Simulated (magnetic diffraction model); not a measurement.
## SrTmTl: what an assumed order does to the neutron pattern

Space group P-3m1 (no. 164), a = 5.2740 Å, c = 8.0940 Å.

```
site  atom    x    y       z
  2d    Tl  2/3  1/3  0.7481
  1a    Tm    0    0       0
  1b    Tm    0    0     1/2
  2d    Sr  2/3  1/3  0.2622
```

The compound is invented for this exercise: a known structure type with other elements, its cell scaled to their sizes and not relaxed.

Only Tm is taken to order (form factors of Tm3+); orders and moment sizes are assumed, and not adapted to the symmetry. Radiation: neutrons of λ = 2.567 Å, 8° to 85°; isotropic B of 0.3 Å² (Tl), 0.46 Å² (Tm) and 0.47 Å² (Sr). Simulated constant-wavelength pattern: nuclear and magnetic terms add, the magnetic one as |2.695 fm × Σ f S⊥ exp(2πi Q·r) exp(−B s²)|², summed over all Q at one angle with the factor 1/(sin²θ cos θ). For collinear order S is the moment m, which repeats by lattice and centring translations R with the sign exp(−2πi k·R). Free-ion form factors, Sears's scattering lengths of 1992, no absorption; a label names one of the reflections at its angle. The strongest nuclear line in the range is 100, and lines under 0.2 are left out.

Assume the order k = (1/2 0 1/2), collinear moments along [101], 5.9 μB on Tm; signs + at (0, 0, 0), + at (0, 0, 1/2).

Q: Where does magnetic intensity appear, and how strong is it?

```tsv
2θ (°)	index	nuclear	magnetic
18.25	(0 0 1)	0.2	0.0
18.57	(1/2 0 1/2)	0.0	78.2
29.66	(1/2 -1 1/2)	0.0	39.6
32.07	(1/2 0 3/2)	0.0	16.5
32.64	(1 0 0)	0.3	0.0
36.98	(0 0 2)	9.6	0.0
37.65	(1 0 1)	1.9	0.0
39.79	(1/2 -1 3/2)	0.0	15.5
44.68	(1/2 1 1/2)	0.0	32.3
49.74	(1/2 0 5/2)	0.0	5.6
50.14	(1 0 2)	100.0	0.0
50.80	(3/2 0 1/2)	0.0	11.6
52.38	(1/2 1 3/2)	0.0	19.5
55.44	(1/2 -1 5/2)	0.0	6.0
56.81	(0 0 3)	0.2	0.0
57.89	(3/2 0 3/2)	0.0	7.7
58.25	(1 1 0)	91.4	0.0
61.70	(3/2 -2 1/2)	0.0	18.4
65.84	(1/2 1 5/2)	0.0	9.9
67.08	(1 0 3)	1.1	0.0
68.06	(3/2 -2 3/2)	0.0	13.5
69.85	(1/2 0 7/2)	0.0	2.6
70.71	(3/2 0 5/2)	0.0	4.3
71.03	(1 1 2)	19.6	0.0
71.46	(2 0 1)	0.7	0.0
74.61	(1/2 -1 7/2)	0.0	2.8
76.28	(3/2 1 1/2)	0.0	10.7
78.74	(0 0 4)	19.3	0.0
80.07	(3/2 -2 5/2)	0.0	8.4
80.38	(2 0 2)	49.6	0.0
80.89	(1/2 2 1/2)	0.0	10.3
82.15	(3/2 1 3/2)	0.0	8.7
83.83	(1/2 1 7/2)	0.0	5.3
```

The strongest magnetic line in the range is (1/2 0 1/2) at 18.57° (78.2). On top of the Lorentz factor, which all lines share, magnetic lines fade with angle because f falls: for Tm3+ it is 0.97, 0.87, 0.75 and 0.49 at sin θ/λ = 0.1, 0.2, 0.3 and 0.5 Å⁻¹, while nuclear lengths stay constant. The order has no net moment.

[Logs are printed without paths, hosts, clocks, repeated set-up lines and the standing remarks that a program may print on its own settings, such as how far it seeks lower states.]
